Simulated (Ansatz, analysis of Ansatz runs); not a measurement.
## Local vibrational mode of the N-H pair in ZnSe (PBE)

Aim: the local vibrational mode of the N-H pair in ZnSe, to be set beside the measurement. Set-up: PBE, 64-site cell, PBE lattice, 420 eV, k: the single point 1/4 1/4 1/4. The model is a cell of 64 host atoms with N put on another atom's site and H put in between. The frequencies come from force constants among the defect atom and its neighbours, with the masses of the isotopes named. A local or semilocal functional is the cheapest first rung.

**The experiment.** N-H stretch, 1H: 3194 cm⁻¹ at 9 K, by FTIR absorption and Raman spectroscopy (quoted in “Hydrogen in Compound Semiconductors”, 1993, E.E. Haller, quoting earlier work). N-H wag, 1H: 783 cm⁻¹ at 9 K, by FTIR absorption and Raman spectroscopy (quoted in “Hydrogen in Compound Semiconductors”, 1993, E.E. Haller, quoting earlier work). The calculation is set beside it at the end.

Method: plane-wave PAW DFT, PBE; relaxation of all atoms of a defect supercell, in Ansatz 0.2.0.

## Step 1: Starting point

The cell holds 65 atoms: 32 Zn, 31 Se, 1 N and 1 H. Its edges and angles: a = 11.464 Å, b = 11.464 Å, c = 11.464 Å, α = 90.0°, β = 90.0°, γ = 90.0°. It derives from ZnSe (space group F-43m). Nearest the centre at fractional (0.355, 0.355, 0.605): H65 at 0.39 Å, N16 at 0.64 Å, Zn12 at 2.54 Å, Zn57 at 2.64 Å, Zn42 at 2.64 Å, Zn27 at 2.64 Å, Se6 at 3.74 Å, Se13 at 3.74 Å.

The host's primitive cell comes from a first run (plane-wave PAW DFT, PBE; relaxation of the host's cell and atoms): vectors of 4.053, 4.053 and 4.053 Å. That is 23.54 Å³ an atom, 3.4 % over the diffraction cell's volume. The supercell is built on it.

## Step 2: Relaxation, charge 0

Every later number rests on the structure around the defect, so the atoms are relaxed at the host's lattice first.

relax/input.yaml reads:

```yaml
relax:
  f_tol: 0.01
  max_steps: 80
  random_displacement: { amplitude: 0.02, seed: 17 }
crystal:
  lattice:
    - [11.46365848, 0.0, 0.0]
    - [0.0, 0.0, -11.46365848]
    - [0.0, 11.46365848, 0.0]
  atoms:
    - { symbol: Zn, position: [0.0, 0.0, 0.0] }
    - { symbol: Zn, position: [0.0, 0.25, 0.25] }
    - { symbol: Zn, position: [0.25, 0.0, 0.25] }
    - { symbol: Zn, position: [0.25, 0.25, 0.0] }
    - { symbol: Se, position: [0.125, 0.125, 0.125] }
    - { symbol: Se, position: [0.125, 0.375, 0.375] }
    - { symbol: Se, position: [0.375, 0.125, 0.375] }
    - { symbol: Se, position: [0.375, 0.375, 0.125] }
    - { symbol: Zn, position: [0.0, 0.0, 0.5] }
    - { symbol: Zn, position: [0.0, 0.25, 0.75] }
    - { symbol: Zn, position: [0.25, 0.0, 0.75] }
    - { symbol: Zn, position: [0.227337078, 0.227337078, 0.477337078] }
    - { symbol: Se, position: [0.125, 0.125, 0.625] }
    - { symbol: Se, position: [0.125, 0.375, 0.875] }
    - { symbol: Se, position: [0.375, 0.125, 0.875] }
    - { symbol: "N", position: [0.387587605, 0.387587605, 0.637587605] }
    - { symbol: Zn, position: [0.0, 0.5, 0.0] }
    - { symbol: Zn, position: [0.0, 0.75, 0.25] }
    - { symbol: Zn, position: [0.25, 0.5, 0.25] }
    - { symbol: Zn, position: [0.25, 0.75, 0.0] }
    - { symbol: Se, position: [0.125, 0.625, 0.125] }
    - { symbol: Se, position: [0.125, 0.875, 0.375] }
    - { symbol: Se, position: [0.375, 0.625, 0.375] }
    - { symbol: Se, position: [0.375, 0.875, 0.125] }
    - { symbol: Zn, position: [0.0, 0.5, 0.5] }
    - { symbol: Zn, position: [0.0, 0.75, 0.75] }
    - { symbol: Zn, position: [0.25, 0.5, 0.75] }
    - { symbol: Zn, position: [0.25, 0.75, 0.5] }
    - { symbol: Se, position: [0.125, 0.625, 0.625] }
    - { symbol: Se, position: [0.125, 0.875, 0.875] }
    - { symbol: Se, position: [0.375, 0.625, 0.875] }
    - { symbol: Se, position: [0.375, 0.875, 0.625] }
    - { symbol: Zn, position: [0.5, 0.0, 0.0] }
    - { symbol: Zn, position: [0.5, 0.25, 0.25] }
    - { symbol: Zn, position: [0.75, 0.0, 0.25] }
    - { symbol: Zn, position: [0.75, 0.25, 0.0] }
    - { symbol: Se, position: [0.625, 0.125, 0.125] }
    - { symbol: Se, position: [0.625, 0.375, 0.375] }
    - { symbol: Se, position: [0.875, 0.125, 0.375] }
    - { symbol: Se, position: [0.875, 0.375, 0.125] }
    - { symbol: Zn, position: [0.5, 0.0, 0.5] }
    - { symbol: Zn, position: [0.5, 0.25, 0.75] }
    - { symbol: Zn, position: [0.75, 0.0, 0.75] }
    - { symbol: Zn, position: [0.75, 0.25, 0.5] }
    - { symbol: Se, position: [0.625, 0.125, 0.625] }
    - { symbol: Se, position: [0.625, 0.375, 0.875] }
    - { symbol: Se, position: [0.875, 0.125, 0.875] }
    - { symbol: Se, position: [0.875, 0.375, 0.625] }
    - { symbol: Zn, position: [0.5, 0.5, 0.0] }
    - { symbol: Zn, position: [0.5, 0.75, 0.25] }
    - { symbol: Zn, position: [0.75, 0.5, 0.25] }
    - { symbol: Zn, position: [0.75, 0.75, 0.0] }
    - { symbol: Se, position: [0.625, 0.625, 0.125] }
    - { symbol: Se, position: [0.625, 0.875, 0.375] }
    - { symbol: Se, position: [0.875, 0.625, 0.375] }
    - { symbol: Se, position: [0.875, 0.875, 0.125] }
    - { symbol: Zn, position: [0.5, 0.5, 0.5] }
    - { symbol: Zn, position: [0.5, 0.75, 0.75] }
    - { symbol: Zn, position: [0.75, 0.5, 0.75] }
    - { symbol: Zn, position: [0.75, 0.75, 0.5] }
    - { symbol: Se, position: [0.625, 0.625, 0.625] }
    - { symbol: Se, position: [0.625, 0.875, 0.875] }
    - { symbol: Se, position: [0.875, 0.625, 0.875] }
    - { symbol: Se, position: [0.875, 0.875, 0.625] }
    - { symbol: H, position: [0.335271, 0.335271, 0.585271] }
basis:
  ecutwfc: 420
  xc_grid: 2
hamiltonian:
  xc: pbe
kpoints:
  mp_grid: { grid: [1, 1, 1], shift: [0.25, 0.25, 0.25] }
scf:
  occupations: { method: fermi_dirac, width: 0.01 }
  max_iter: 120
output:
  forces: true
checkpoint:
  write: "../relax.run"
  compress: false
  write_wavefunctions: true
  write_every: 100000
```

Launch:

```sh
ansatz run input.yaml --threads 4 --pin off --max-ram 7536MiB --backend cpu --events-out ev --progress --plain --runs-dir out
```

Numbers of over 12 decimals in the logs are rounded to 6 here.

Log:

```text
[... repeated set-up lines and file paths are left out, and long positions are rounded to six places ...]
Engine: ansatz 0.2.0, aarch64-unknown-linux-gnu
Pseudopotentials: kind: paw
Pseudopotential: Zn, paw, valence charge 12, recommended cutoff 420 eV (normal), Zn.paw.azcp
Pseudopotential: Se, paw, valence charge 16, recommended cutoff 420 eV (normal), Se.paw.azcp
Pseudopotential: N, paw, valence charge 5, recommended cutoff 420 eV (normal), N.paw.azcp
Pseudopotential: H, paw, valence charge 1, recommended cutoff 420 eV (normal), H.paw.azcp
Functional definition: PBE
  parameter kappa = 0.804
  parameter beta = 0.066725
  exchange = pbe_x(kappa = kappa, mu = beta*pi^2/3)
  correlation = pbe_c(beta = beta)
Crystal: 65 atoms, lattice volume = 1506.502 Å³
Basis set: ecut = 420 eV, 29423 PW (Γ), exchange–correlation on 160×160×160 points (8 copies of the dense FFT grid, shifted against one another)
Bands: 532, of which v1, the nominal top of the filled ones, is band 443 counted from 1 (442 counted from 0)
Symmetry: 1 space group operations
k-points: 1
Non-local potential: Zn, projectors of the file, l = 0: 2, l = 1: 2, l = 2: 3, l = 3: 1
Non-local potential: Se, projectors of the file, l = 0: 2, l = 1: 2, l = 2: 3, l = 3: 1
Non-local potential: N, projectors of the file, l = 0: 2, l = 1: 2, l = 2: 1
Non-local potential: H, projectors of the file, l = 0: 2, l = 1: 1
PAW form: soft (Blöchl's): semilocal exchange-correlation on the pseudo side does not see the compensation charge
PAW one-centre angular grid: Zn, 590 points (default); XC on 64 Gauss nodes
PAW one-centre angular grid: Se, 590 points (default); XC on 64 Gauss nodes
PAW one-centre angular grid: N, 110 points (default); XC on 64 Gauss nodes
PAW one-centre angular grid: H, 110 points (default); XC on 64 Gauss nodes
Initial density: superposition of atomic densities (neutral atoms: chi_scale 0, normalization atom), corrected by the library's trained network
Initial wavefunctions: pseudopotential atomic-orbital guess
Functional: x = pbe(κ = 0.804, μ = 0.219515), c = pbe(β = 0.066725)
SCF iter   1: F=—  HF=-276192.677628 eV  |F-HF|=—  |Δ(HF+E_count)|=         —  Δρ=2.47e-3  dr2=1.79e-1  ethr=1.77e-3  ⟨swp⟩=6.0  Hψ=2073  notcnv=0  defer=9
preconditioner: auto → Resta (q_TF=auto, 2.497 Å⁻¹)  ε∞=5.5  [insulator: Δε(μ)=2.007 eV  Ē_g=10.772 eV  σ=0.010 eV  W_gap=1.00  n_scr=388 (ndim 8)  ℏωp=23.0 eV  f_vac=0.129  D(μ)=0.00/eV (n_scr^D=0)  ε∞_Penn≈5.5]
SCF iter   2: F=—  HF=-276192.650129 eV  |F-HF|=—  |Δ(HF+E_count)|=   2.75e-2  Δρ=1.39e-3  dr2=3.14e-2  ethr=2.02e-5  ⟨swp⟩=3.0  Hψ=909  notcnv=0  defer=80
SCF iter   3: F=—  HF=-276192.645763 eV  |F-HF|=—  |Δ(HF+E_count)|=   4.37e-3  Δρ=5.80e-4  dr2=1.20e-2  ethr=3.54e-6  ⟨swp⟩=2.0  Hψ=749  notcnv=0  defer=80
SCF iter   4: F=—  HF=-276192.644418 eV  |F-HF|=—  |Δ(HF+E_count)|=   1.35e-3  Δρ=1.88e-4  dr2=7.25e-4  ethr=1.35e-6  ⟨swp⟩=2.0  Hψ=745  notcnv=0  defer=80
SCF iter   5: F=—  HF=-276192.643845 eV  |F-HF|=—  |Δ(HF+E_count)|=   5.73e-4  Δρ=1.27e-4  dr2=2.09e-4  ethr=8.18e-8  ⟨swp⟩=2.0  Hψ=864  notcnv=0  defer=80
SCF iter   6: F=—  HF=-276192.643809 eV  |F-HF|=—  |Δ(HF+E_count)|=   3.60e-5  Δρ=4.68e-5  dr2=2.89e-5  ethr=2.36e-8  ⟨swp⟩=2.0  Hψ=816  notcnv=0  defer=80
SCF iter   7: F=—  HF=-276192.643826 eV  |F-HF|=—  |Δ(HF+E_count)|=   1.72e-5  Δρ=1.57e-5  dr2=4.92e-6  ethr=3.27e-9  ⟨swp⟩=2.0  Hψ=890  notcnv=0  defer=80
SCF iter   8: F=-276192.643833 eV  HF=-276192.643832 eV  |F-HF|=1.14e-6  |Δ(HF+E_count)|=   5.90e-6  Δρ=6.83e-6  dr2=8.89e-7  ethr=2.82e-10  ⟨swp⟩=4.0  Hψ=1828  notcnv=0
SCF 1 converged in 8 iterations: F = -276192.643833 eV  dr2 = 8.89e-7
  greatest PAW one-centre occupation: 1.000 electrons in one spin orbital (limit 2), on the Se atom at site 12 (counted from 0), in its partial waves of l = 2
relax step   1: F+E_penalty+E_count = -276192.64383314 eV  Δ(F+E_penalty+E_count) = +0.000e0 eV  max|allowed force component| = 1.284e0 eV/Å  Δτ_max = 0.0000 Å  (8 SCF iters, dr2 threshold 2.50e-6 eV, accepted)
[... the SCF cycles and remarks between the steps are left out from here to the last step ...]
relax step   2: F+E_penalty+E_count = -276193.77751071 eV  Δ(F+E_penalty+E_count) = -1.134e0 eV  max|allowed force component| = 9.969e-1 eV/Å  Δτ_max = 0.1949 Å  (7 SCF iters, dr2 threshold 1.00e-4 eV, accepted)
relax step   3: F+E_penalty+E_count = -276194.27948125 eV  Δ(F+E_penalty+E_count) = -5.020e-1 eV  max|allowed force component| = 2.856e-1 eV/Å  Δτ_max = 0.1949 Å  (7 SCF iters, dr2 threshold 6.21e-5 eV, accepted)
relax step   4: F+E_penalty+E_count = -276194.31598772 eV  Δ(F+E_penalty+E_count) = -3.651e-2 eV  max|allowed force component| = 1.732e-1 eV/Å  Δτ_max = 0.2000 Å  (7 SCF iters, dr2 threshold 6.70e-6 eV, accepted)
relax step   5: F+E_penalty+E_count = -276194.33098606 eV  Δ(F+E_penalty+E_count) = -1.500e-2 eV  max|allowed force component| = 7.372e-1 eV/Å  Δτ_max = 0.1098 Å  (7 SCF iters, dr2 threshold 2.46e-6 eV, accepted)
relax step   6: F+E_penalty+E_count = -276194.35248371 eV  Δ(F+E_penalty+E_count) = -2.150e-2 eV  max|allowed force component| = 3.678e-2 eV/Å  Δτ_max = 0.0875 Å  (5 SCF iters, dr2 threshold 1.00e-4 eV, accepted)
relax step   7: F+E_penalty+E_count = -276194.35254679 eV  Δ(F+E_penalty+E_count) = -6.308e-5 eV  max|allowed force component| = 3.666e-2 eV/Å  Δτ_max = 0.0000 Å  (6 SCF iters, accepted)
relax step   8: F+E_penalty+E_count = -276194.35521854 eV  Δ(F+E_penalty+E_count) = -2.672e-3 eV  max|allowed force component| = 1.208e-2 eV/Å  Δτ_max = 0.0241 Å  (7 SCF iters, accepted)
SCF iter   1: F=—  HF=-276194.356138 eV  |F-HF|=—  |Δ(HF+E_count)|=         —  Δρ=2.06e-4  dr2=3.32e-4  ethr=3.79e-7  ⟨swp⟩=5.0  Hψ=1323  notcnv=0  defer=75
SCF iter   2: F=—  HF=-276194.356022 eV  |F-HF|=—  |Δ(HF+E_count)|=   1.16e-4  Δρ=9.85e-5  dr2=6.85e-5  ethr=3.74e-8  ⟨swp⟩=2.0  Hψ=737  notcnv=0  defer=77
SCF iter   3: F=—  HF=-276194.355393 eV  |F-HF|=—  |Δ(HF+E_count)|=   6.29e-4  Δρ=1.17e-5  dr2=1.86e-6  ethr=7.73e-9  ⟨swp⟩=2.0  Hψ=854  notcnv=0  defer=77
SCF iter   4: F=—  HF=-276194.355394 eV  |F-HF|=—  |Δ(HF+E_count)|=   1.41e-6  Δρ=1.11e-5  dr2=1.31e-6  ethr=2.09e-10  ⟨swp⟩=3.0  Hψ=1049  notcnv=0  defer=77
SCF iter   5: F=-276194.355394 eV  HF=-276194.355394 eV  |F-HF|=3.84e-8  |Δ(HF+E_count)|=   5.78e-7  Δρ=2.38e-6  dr2=9.72e-8  ethr=1.13e-11  ⟨swp⟩=3.0  Hψ=2091  notcnv=0
SCF 9 converged in 5 iterations: F = -276194.355394 eV  dr2 = 9.72e-8
relax step   9: F+E_penalty+E_count = -276194.35539371 eV  Δ(F+E_penalty+E_count) = -1.752e-4 eV  max|allowed force component| = 3.022e-3 eV/Å  Δτ_max = 0.0048 Å  (5 SCF iters, accepted)
NSCF: frozen V_eff on 1 k-points
the band table was solved once a step of the walk had ended and its energy, with any forces and stress, was formed, with the checks that follow a solve (1551 applications of the Hamiltonian). They found nothing against the state; [...]
SCF converged after 5 iterations
Free energy (F): -276194.355394 eV
Harris-Foulkes:  -276194.355394 eV  (|F-HF|=3.84e-8)
Internal energy: -276194.355394 eV  (E = F + TS)
E sigma→0 (E₀):  -276194.355394 eV
Fermi energy:    7.143738 eV
--- Per-component energies (eV) ---
  E_band       = -12238.016793
  E_kinetic    = 7998.119633
  E_local      = -140597.696004  (includes V_loc(G=0)·N_el)
  E_nonlocal   = 1243.480244
  E_hartree    = 64929.424608
  E_xc         = -7673.951436
  E_vxc        = -4773.467881  (∫ρ·V_xc dr)
  E_paw        = -117891.196855  (= ΣΔE_a)
  E_vpaw       = -5967.264848  (= ΣTr[D̂ρ^β])
  E_aug_tail   = -0.030529  (compensation charges beyond the density's cutoff)
  E_ewald      = -84202.505055
  E_smearing   = -0.000000  (= −TS)
  E_closure    = -0.000000  (closes the sum)
  Σ components = -276194.355394   (vs F -276194.355394, Δ=0.00e0)
--- Forces (eV/Å), atoms counted from 1 ---
  atom   1  Zn     0.00042030    -0.00052079    -0.00046250
  atom   2  Zn     0.00017477     0.00011118    -0.00003400
  [... 3 atoms left out ...]
  atom   6  Se    -0.00042534    -0.00039607    -0.00092392
  atom   7  Se     0.00072475    -0.00055008     0.00011046
  [... 4 atoms left out ...]
  atom  12  Zn     0.00075515     0.00047941    -0.00023191
  atom  13  Se    -0.00062894     0.00085395     0.00032960
  atom  14  Se    -0.00172542     0.00054307    -0.00003255
  [... 1 atom left out ...]
  atom  16  N      0.00012238     0.00030321    -0.00302153
  [... 10 atoms left out ...]
  atom  27  Zn     0.00100776    -0.00093803     0.00087023
  [... 14 atoms left out ...]
  atom  42  Zn    -0.00109607    -0.00076848    -0.00077004
  [... 14 atoms left out ...]
  atom  57  Zn    -0.00091106     0.00105579     0.00121747
  [... 7 atoms left out ...]
  atom  65  H      0.00023522    -0.00055281    -0.00046383
  max |Σ_I F_I| component: 1.13e-5 eV/Å
--- Band table (eV) ---
  k-point 0: bands = ["-40.7742", "-40.7741", "-40.7741", "-40.7683", [... 524 left out ...] "13.2594", "13.3803", "13.3804", "13.4082"]
--- Relaxed structure (9 steps of the walk, 9 accepted, 0 SCFs on fresh bases) ---
  F+E_penalty+E_count = -276194.35539371 eV   max|allowed force component| = 3.022e-3 eV/Å
  atoms:
    - { symbol: Zn, position: [-0.000223, -0.000318, -0.001302] }
    - { symbol: Zn, position: [-0.004570, 0.249492, 0.245384] }
    [... 3 atoms left out ...]
    - { symbol: Se, position: [0.121182, 0.376648, 0.371135] }
    - { symbol: Se, position: [0.376732, 0.121094, 0.371139] }
    [... 4 atoms left out ...]
    - { symbol: Zn, position: [0.215548, 0.215471, 0.465501] }
    - { symbol: Se, position: [0.121193, 0.121094, 0.626687] }
    - { symbol: Se, position: [0.132157, 0.377553, 0.868491] }
    [... 1 atom left out ...]
    - { symbol: N, position: [0.392880, 0.392729, 0.642846] }
    [... 10 atoms left out ...]
    - { symbol: Zn, position: [0.278966, 0.486482, 0.736564] }
    [... 14 atoms left out ...]
    - { symbol: Zn, position: [0.486641, 0.278850, 0.736578] }
    [... 14 atoms left out ...]
    - { symbol: Zn, position: [0.486581, 0.486484, 0.528917] }
    [... 7 atoms left out ...]
    - { symbol: H, position: [0.340878, 0.340699, 0.590882] }
```

Run time: 8.8 min. Hardware: 4 threads of Arm Neoverse V1, shared host; peak memory 4.4 GiB.

Step by step:

```
step  energy less that of the first step (eV)  largest force component (eV/Å)
   1                                   0.0000                          1.2841
   2                                  -1.1337                          0.9969
   3                                  -1.6356                          0.2856
   4                                  -1.6722                          0.1732
   5                                  -1.6872                          0.7372
   6                                  -1.7087                          0.0368
   7                                  -1.7087                          0.0367
   8                                  -1.7114                          0.0121
   9                                  -1.7116                          0.0030
```

The atoms that moved most (Å, from the sites as typed, ahead of the random displacement):

```csv
atom,dx,dy,dz,length
Zn57,-0.154,0.332,0.154,0.397
Zn27,0.332,-0.153,0.154,0.397
Zn42,-0.153,-0.153,-0.332,0.396
Zn12,-0.135,-0.135,0.135,0.234
Se15,0.031,-0.074,-0.082,0.115
Se45,-0.074,0.030,-0.082,0.115
Se29,0.082,0.031,0.074,0.115
Se38,-0.074,0.082,-0.030,0.115
```

Neighbours of the ideal centre at the end:

```
atom  distance (Å)
 H65         0.284
 N16         0.748
Zn27         2.302
Zn57         2.302
Zn42         2.304
Zn12         2.772
 Se6         3.801
Se13         3.802
 Se7         3.802
```

Neighbours of the added atoms: H65: N16 1.03, Zn42 2.47, Zn27 2.47 Å.

Read from the output:

- free energy: -276194.3554 eV

The relaxation ends 26 meV an atom lower than the displaced start, with a largest force component of 0.0030 eV/Å.

[end of part 1 of 2]

[Logs are printed without paths, hosts, clocks, repeated set-up lines and the standing remarks that a program may print on its own settings, such as how far it seeks lower states.]

[Hosts, paths, dates, database ids (printed as entryN), source tags and the programs' standing remarks are cut or masked in the printed files.]

[For some hosts the program warned that the k-mesh of the response run may be too coarse for force constants and the static dielectric constant; such warnings are not shown here.]
